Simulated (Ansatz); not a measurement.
SrLi2SnS4 (I-42m): how ε∞ follows the gap

The empty bands of SrLi2SnS4 (I-42m) are shifted up rigidly by Δ, and ε∞ along x is computed for each shift. x, y and z are the Cartesian axes of the input cell.

The structure is tetragonal, space group I-42m (No. 121). The conventional cell has a = 6.659 Å, b = 6.659 Å, c = 7.918 Å, α = 90.00°, β = 90.00°, γ = 90.00°. Sn on site a has 4 S at 2.37 Å as nearest neighbours. Sr on site b has 8 S at 3.08 to 3.25 Å as nearest neighbours. Around S on site i lie 1 Sn at 2.37 Å and 2 Li at 2.47 Å. Li on site d is surrounded by 4 S at 2.47 Å.

Method: Ansatz 0.2.0, LDA, independent particles, k-mesh 6×6×6 with interpolation inside its cells, Gaussian parameter 0.1 eV.

Launch of the response step: `ansatz run input.yaml --threads 4 --pin off --max-ram 8192MiB --backend cpu --events-out ev --progress --plain --runs-dir out`. The series took 13.0 min in all, on 4 threads of Intel(R) Xeon(R) Processor @ 2.50GHz (Skylake/Cascade Lake) (shared host).

```tsv
Δ (eV)	ε∞ along x
0.00	6.122
0.40	5.779
0.80	5.484
1.20	5.227
1.60	5.000
2.00	?
```

With one effective transition at E₀ and fixed dipole strength, ε∞ − 1 = A/(E₀ + Δ), so 1/(ε∞ − 1) is linear in Δ.

Working, on the rows shown:

| x = Δ (eV) | y = 1/(ε∞ − 1) |
| --- | --- |
| 0 | 0.195236 |
| 0.4 | 0.209249 |
| 0.8 | 0.223015 |
| 1.2 | 0.236574 |
| 1.6 | 0.25 |

Means: x̄ = 0.8, ȳ = 0.22281. Σ(x − x̄)(y − ȳ) = 0.05474, Σ(x − x̄)² = 1.6. Slope = 0.05474 / 1.6 = 0.03421; intercept = ȳ − slope · x̄ = 0.19544. Turned back into ε∞ along x, the line misses the rows shown by at most 0.0055.

Task: Fill in the last column of the withheld row.

Result: At x = 2 the line gives y = 0.26387, that is 4.790. The run gave 4.799, so the extrapolation is off by 0.0093, 0.7 % of the range in the table.

Refitted with all rows, the slope is 0.03398 and the intercept 0.19557. These give E₀ = intercept/slope = 5.8 eV, far above the least direct gap of 2.46 eV: most of the screening comes from transitions well over the edge. Over the first step ε∞ falls by 14 % per eV. Excitons are left out and so are local fields; LDA gaps are as a rule too small. Spin-orbit coupling is left out.

[Logs are printed without paths, hosts, clocks, repeated set-up lines and the standing remarks that a program may print on its own settings, such as how far it seeks lower states.]
